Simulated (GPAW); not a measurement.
# How the plane-wave cutoff moves the magnetism of free-standing triangular Rh monolayer, spacing 2.904 A, part 2 of 2

Two starts of free-standing triangular Rh monolayer, spacing 2.904 A are run at each rung of the plane-wave cutoff. Which rung is enough?

GPAW 26.7.0; revPBE; plane waves with GPAW's PAW setups, scalar-relativistic.

So far, largest spin moment in the augmentation sphere (μB): step 2 (rung 1 (250 eV), start ferro +) 1.42; step 5 (rung 2 (325 eV), start antiferro q=(0,1/2,0) +-) 0.972; step 6 (rung 3 (400 eV), start ferro +) 1.43; step 7 (rung 3 (400 eV), start antiferro q=(0,1/2,0) +-) 0.977; step 8 (rung 4 (500 eV), start ferro +) 1.43.

## (9) Rung 4 (500 eV), start antiferro q=(0,1/2,0) +-

File order2.py:

```python
import json
import numpy as np
from ase import Atoms
from ase.parallel import paropen, parprint
from gpaw import GPAW

atoms = Atoms(['Rh', 'Rh'],
    cell=[[2.904, 0.0, 0.0],
         [-2.904, 5.029876, 0.0],
         [0.0, 0.0, 14.0]],
    scaled_positions=[[0.0, 0.0, 0.5],
         [0.0, 0.5, 0.5]],
    pbc=True,
    magmoms=[1.0, -1.0])
atoms.calc = GPAW(mode={'name': 'pw', 'ecut': 500},
    xc='revPBE',
    kpts={'size': (10, 5, 1), 'gamma': True},
    occupations={'name': 'fermi-dirac', 'width': 0.05},
    convergence={'density': 1e-05, 'energy': 1e-05},
    maxiter=200,
    symmetry={'tolerance': 1e-4},
    txt='order2.txt')
e = atoms.get_potential_energy(force_consistent=True)
res = {'free_energy': e, 'energy_sigma0': atoms.get_potential_energy(), 'fermi_energy': atoms.calc.get_fermi_level()}
res['moments'] = atoms.get_magnetic_moments().tolist()
res['total'] = atoms.get_magnetic_moment()
parprint('site moments (muB):', np.round(res['moments'], 3))
parprint(f"total moment: {res['total']:.3f} muB")
parprint(f'free energy: {e:.6f} eV')
atoms.calc.write('order2.gpw')
with paropen('results.json', 'w') as f:
    json.dump(res, f)
```

Run with:

```
OMP_NUM_THREADS=1 python3 order2.py > order2.log
```

What it wrote:

```text
site moments (muB): [ 0.979 -0.979]
total moment: 0.000 muB
free energy: -9.395678 eV

--- order2.txt ---
Input parameters:
  mode=PW(ecut=500),
  convergence={'density': 1e-05, 'energy': 1e-05},
  kpts=MonkhorstPack(size=(10, 5, 1), gamma=True),
  maxiter=200,
  occupations=Occupations(name='fermi-dirac', width=0.05),
  symmetry=Symmetry(tolerance=0.0001),
  xc=XC(name='revPBE')

Diagonalizing LCAO Hamiltonian
[...]
|          8 |        -4.857 |     1.000 |        -4.857 |     1.000 |
|          9 |        -4.367 |     1.000 |        -4.367 |     1.000 |
[...]
|         18 |         0.293 |     0.000 |         0.293 |     0.000 |
|         19 |         1.867 |     0.000 |         1.867 |     0.000 |
|         20 |         2.904 |     0.000 |         2.904 |     0.000 |
|         21 |         3.637 |     0.000 |         3.637 |     0.000 |

No gap
No difference between direct/indirect transitions


[key lines of the parts left out:]
Free energy:      -9.395678
Converged in 17 steps
dipole moment: (-8.600471, -14.896454, 0.000003)  # |e|*Ang
Fermi level: -2.763
```

Wall time 69 s (1 MPI rank of AMD EPYC 9R14 (Zen 4), shared host); peak memory 0.34 GiB.

Read from the output:

* magnetization: 0 μB
* final state: antiferromagnetic
* largest moment: 0.9790 μB

This start lies +115.7 meV a seeded atom from the first, a change of -0.1 meV since rung 3; its largest moment is 0.979 μB.

## (10) Rung 5 (650 eV), start ferro +

File order1.py:

```python
import json
import numpy as np
from ase import Atoms
from ase.parallel import paropen, parprint
from gpaw import GPAW

atoms = Atoms(['Rh'],
    cell=[[2.904, 0.0, 0.0],
         [-1.452, 2.514938, 0.0],
         [0.0, 0.0, 14.0]],
    scaled_positions=[[0.0, 0.0, 0.5]],
    pbc=True,
    magmoms=[1.0])
atoms.calc = GPAW(mode={'name': 'pw', 'ecut': 650},
    xc='revPBE',
    kpts={'size': (10, 10, 1), 'gamma': True},
    occupations={'name': 'fermi-dirac', 'width': 0.05},
    convergence={'density': 1e-05, 'energy': 1e-05},
    maxiter=200,
    symmetry={'tolerance': 1e-4},
    txt='order1.txt')
e = atoms.get_potential_energy(force_consistent=True)
res = {'free_energy': e, 'energy_sigma0': atoms.get_potential_energy(), 'fermi_energy': atoms.calc.get_fermi_level()}
res['moments'] = atoms.get_magnetic_moments().tolist()
res['total'] = atoms.get_magnetic_moment()
parprint('site moments (muB):', np.round(res['moments'], 3))
parprint(f"total moment: {res['total']:.3f} muB")
parprint(f'free energy: {e:.6f} eV')
atoms.calc.write('order1.gpw')
with paropen('results.json', 'w') as f:
    json.dump(res, f)
```

Run with:

```
OMP_NUM_THREADS=1 python3 order1.py > order1.log
```

What it wrote:

```text
site moments (muB): [1.435]
total moment: 1.579 muB
free energy: -4.815299 eV

--- order1.txt ---
Input parameters:
  mode=PW(ecut=650),
  convergence={'density': 1e-05, 'energy': 1e-05},
  kpts=MonkhorstPack(size=(10, 10, 1), gamma=True),
  maxiter=200,
  occupations=Occupations(name='fermi-dirac', width=0.05),
  symmetry=Symmetry(tolerance=0.0001),
  xc=XC(name='revPBE')

Diagonalizing LCAO Hamiltonian
[...]
|          3 |        -7.107 |     1.000 |        -6.726 |     1.000 |
|          4 |        -4.789 |     1.000 |        -3.909 |     1.000 |
[...]
|          8 |        -3.526 |     1.000 |        -2.358 |     0.000 |
|          9 |        -1.182 |     0.000 |        -0.830 |     0.000 |
|         10 |         1.868 |     0.000 |         1.901 |     0.000 |
|         11 |         2.898 |     0.000 |         2.930 |     0.000 |

No gap
No difference between direct/indirect transitions


[key lines of the parts left out:]
Free energy:      -4.815299
Converged in 14 steps
dipole moment: (-4.305385, -7.457145, 0.000001)  # |e|*Ang
Fermi level: -2.868
```

The job ended after 17 s (1 MPI rank; peak memory 0.23 GiB).

Read from the output:

```yaml
magnetization: 1.579 μB
final_state: ferromagnetic
largest_moment: 1.435 μB
```

The largest moment is that of rung 4, at 1.7 times its CPU time.

## (11) Rung 5 (650 eV), start antiferro q=(0,1/2,0) +-

order2.py is the script of step 9 with these lines changed:

```diff
@@ -14,3 +14,3 @@
     magmoms=[1.0, -1.0])
-atoms.calc = GPAW(mode={'name': 'pw', 'ecut': 500},
+atoms.calc = GPAW(mode={'name': 'pw', 'ecut': 650},
     xc='revPBE',
```

Run with:

```
OMP_NUM_THREADS=1 python3 order2.py > order2.log
```

What it wrote:

```text
site moments (muB): [ 0.979 -0.98 ]
total moment: -0.000 muB
free energy: -9.399472 eV

--- order2.txt ---
Input parameters:
  mode=PW(ecut=650),
  convergence={'density': 1e-05, 'energy': 1e-05},
  kpts=MonkhorstPack(size=(10, 5, 1), gamma=True),
  maxiter=200,
  occupations=Occupations(name='fermi-dirac', width=0.05),
  symmetry=Symmetry(tolerance=0.0001),
  xc=XC(name='revPBE')

Diagonalizing LCAO Hamiltonian
[...]
|          8 |        -4.856 |     1.000 |        -4.856 |     1.000 |
|          9 |        -4.367 |     1.000 |        -4.367 |     1.000 |
[...]
|         18 |         0.294 |     0.000 |         0.294 |     0.000 |
|         19 |         1.866 |     0.000 |         1.866 |     0.000 |
|         20 |         2.902 |     0.000 |         2.902 |     0.000 |
|         21 |         3.639 |     0.000 |         3.640 |     0.000 |

No gap
No difference between direct/indirect transitions


[key lines of the parts left out:]
Free energy:      -9.399472
Converged in 18 steps
dipole moment: (-8.600440, -14.896395, 0.000003)  # |e|*Ang
Fermi level: -2.761
```

The job ended after 2 min (1 MPI rank; peak memory 0.45 GiB).

Numbers from this step:

| Quantity | Value |
| --- | --- |
| magnetization | 0 μB |
| final state | antiferromagnetic |
| largest moment | 0.9798 μB |

This start lies +115.6 meV a seeded atom from the first, a change of -0.1 meV since rung 4; its largest moment is 0.980 μB.

## (12) Rung 6 (800 eV), start ferro +

order1.py is the script of step 10 with these lines changed:

```diff
@@ -13,3 +13,3 @@
     magmoms=[1.0])
-atoms.calc = GPAW(mode={'name': 'pw', 'ecut': 650},
+atoms.calc = GPAW(mode={'name': 'pw', 'ecut': 800},
     xc='revPBE',
```

Run with:

```
OMP_NUM_THREADS=1 python3 order1.py > order1.log
```

What it wrote:

```text
site moments (muB): [1.435]
total moment: 1.579 muB
free energy: -4.815300 eV

--- order1.txt ---
Input parameters:
  mode=PW(ecut=800),
  convergence={'density': 1e-05, 'energy': 1e-05},
  kpts=MonkhorstPack(size=(10, 10, 1), gamma=True),
  maxiter=200,
  occupations=Occupations(name='fermi-dirac', width=0.05),
  symmetry=Symmetry(tolerance=0.0001),
  xc=XC(name='revPBE')

Diagonalizing LCAO Hamiltonian
[...]
|          3 |        -7.107 |     1.000 |        -6.726 |     1.000 |
|          4 |        -4.789 |     1.000 |        -3.909 |     1.000 |
[...]
|          8 |        -3.526 |     1.000 |        -2.358 |     0.000 |
|          9 |        -1.183 |     0.000 |        -0.830 |     0.000 |
|         10 |         1.866 |     0.000 |         1.899 |     0.000 |
|         11 |         2.896 |     0.000 |         2.929 |     0.000 |

No gap
No difference between direct/indirect transitions


[key lines of the parts left out:]
Free energy:      -4.815300
Converged in 14 steps
dipole moment: (-4.305386, -7.457148, 0.000001)  # |e|*Ang
Fermi level: -2.868
```

Run time: 18 s. Hardware: 1 MPI rank; peak memory 0.27 GiB.

Read from the output:

```yaml
magnetization: 1.579 μB
final_state: ferromagnetic
largest_moment: 1.435 μB
```

The largest moment is that of rung 5, at 1.1 times its CPU time.

## (13) Rung 6 (800 eV), start antiferro q=(0,1/2,0) +-

order2.py is the script of step 11 with these lines changed:

```diff
@@ -14,3 +14,3 @@
     magmoms=[1.0, -1.0])
-atoms.calc = GPAW(mode={'name': 'pw', 'ecut': 650},
+atoms.calc = GPAW(mode={'name': 'pw', 'ecut': 800},
     xc='revPBE',
```

Run with:

```
OMP_NUM_THREADS=1 python3 order2.py > order2.log
```

What it wrote:

```text
site moments (muB): [ 0.98 -0.98]
total moment: 0.000 muB
free energy: -9.399549 eV

--- order2.txt ---
Input parameters:
  mode=PW(ecut=800),
  convergence={'density': 1e-05, 'energy': 1e-05},
  kpts=MonkhorstPack(size=(10, 5, 1), gamma=True),
  maxiter=200,
  occupations=Occupations(name='fermi-dirac', width=0.05),
  symmetry=Symmetry(tolerance=0.0001),
  xc=XC(name='revPBE')

Diagonalizing LCAO Hamiltonian
[...]
|          8 |        -4.856 |     1.000 |        -4.856 |     1.000 |
|          9 |        -4.367 |     1.000 |        -4.367 |     1.000 |
[...]
|         18 |         0.294 |     0.000 |         0.294 |     0.000 |
|         19 |         1.865 |     0.000 |         1.865 |     0.000 |
|         20 |         2.900 |     0.000 |         2.900 |     0.000 |
|         21 |         3.637 |     0.000 |         3.637 |     0.000 |

No gap
No difference between direct/indirect transitions


[key lines of the parts left out:]
Free energy:      -9.399549
Converged in 16 steps
dipole moment: (-8.600442, -14.896403, 0.000003)  # |e|*Ang
Fermi level: -2.761
```

Run time: 2.2 min. Hardware: 1 MPI rank; peak memory 0.58 GiB.

This step gave:

* magnetization: 0 μB
* final state: antiferromagnetic
* largest moment: 0.9799 μB

This start lies +115.5 meV a seeded atom from the first, a change of -0.0 meV since rung 5; its largest moment is 0.980 μB.

## (14) Another try

An input with a fault is tried, to see how the program answers.

File run.py:

```python
import json
import numpy as np
from ase import Atoms
from ase.parallel import paropen, parprint
from gpaw import GPAW

atoms = Atoms(['Rh'],
    cell=[[2.904, 0.0, 0.0],
         [-1.452, 2.514938, 0.0],
         [0.0, 0.0, 14.0]],
    scaled_positions=[[0.0, 0.0, 0.5]],
    pbc=True,
    magmoms=[1.0])
atoms.calc = GPAW(mode={'name': 'pw', 'ecut': 550},
    xc='PBE96',
    kpts={'size': (10, 10, 1), 'gamma': True},
    occupations={'name': 'fermi-dirac', 'width': 0.05},
    convergence={'density': 1e-05, 'energy': 1e-05},
    maxiter=75,
    symmetry={'tolerance': 1e-4},
    txt='run.txt')
e = atoms.get_potential_energy(force_consistent=True)
res = {'free_energy': e, 'energy_sigma0': atoms.get_potential_energy(), 'fermi_energy': atoms.calc.get_fermi_level()}
res['moments'] = atoms.get_magnetic_moments().tolist()
res['total'] = atoms.get_magnetic_moment()
parprint('site moments (muB):', np.round(res['moments'], 3))
parprint(f"total moment: {res['total']:.3f} muB")
parprint(f'free energy: {e:.6f} eV')
atoms.calc.write('run.gpw')
with paropen('results.json', 'w') as f:
    json.dump(res, f)
```

Run with:

```
OMP_NUM_THREADS=1 python3 run.py > run.log
```

What it wrote:

```text
NameError: Unknown functional: PBE96.

--- run.txt ---
Input parameters:
  mode=PW(ecut=550),
  convergence={'density': 1e-05, 'energy': 1e-05},
  kpts=MonkhorstPack(size=(10, 10, 1), gamma=True),
  maxiter=75,
  occupations=Occupations(name='fermi-dirac', width=0.05),
  symmetry=Symmetry(tolerance=0.0001),
  xc=XC(name='PBE96')
```

Wall time 1.3 s (1 MPI rank); peak memory 0.1 GiB.

The program refused the input before any cycle.

The program's message: “NameError: Unknown functional: PBE96.”

The fault put into the input: an unknown functional.

The functional must be one that the program lists.

## (15) The rungs together

Ladder, by row:

```
rung  cutoff (eV)  state from the first start  state from the second start  second less first (meV a seeded atom)  moment, first (μB)  moment, second (μB)  CPU time (s)
   1          250               ferromagnetic            antiferromagnetic                                    117               1.416               0.9615         35.73
   2          325               ferromagnetic            antiferromagnetic                                  116.1               1.428               0.9718          48.4
   3          400               ferromagnetic            antiferromagnetic                                  115.8               1.434               0.9774         63.95
   4          500               ferromagnetic            antiferromagnetic                                  115.7               1.435                0.979         78.71
   5          650               ferromagnetic            antiferromagnetic                                  115.6               1.435               0.9798         135.4
   6          800               ferromagnetic            antiferromagnetic                                  115.5               1.435               0.9799         152.6
```

## (16) Outcome

```json
{
  "range of the moment in the table, first start": "1.42 to 1.43 μB",
  "range of CPU time": "36 s to 2.5 min",
  "range of the energy difference": "116 to 117 meV a seeded atom",
  "first rung from which all stay within 5.8 meV of the last": "1"
}
```

From rung 1 on the result stays within 1.5 meV of the last rung, inside the margin of 5.8 meV set for it, at 23 % of the last rung's cost. The first start ends lower on every rung of the table; whether functional and cell give the true order is another question.

[Logs and program files are shortened in this print: banners, set-up blocks, solver, clock and traceback lines can be left out without a mark of their own.]

[Logs are printed without paths, hosts, clocks, repeated set-up lines and the standing remarks that a program may print on its own settings, such as how far it seeks lower states.]

[Hosts, paths, dates, database ids (printed as entryN), source tags and the programs' standing remarks are cut or masked in the printed files.]

[Where a cell is said to come from a database of computed structures, the database is the Materials Project.]
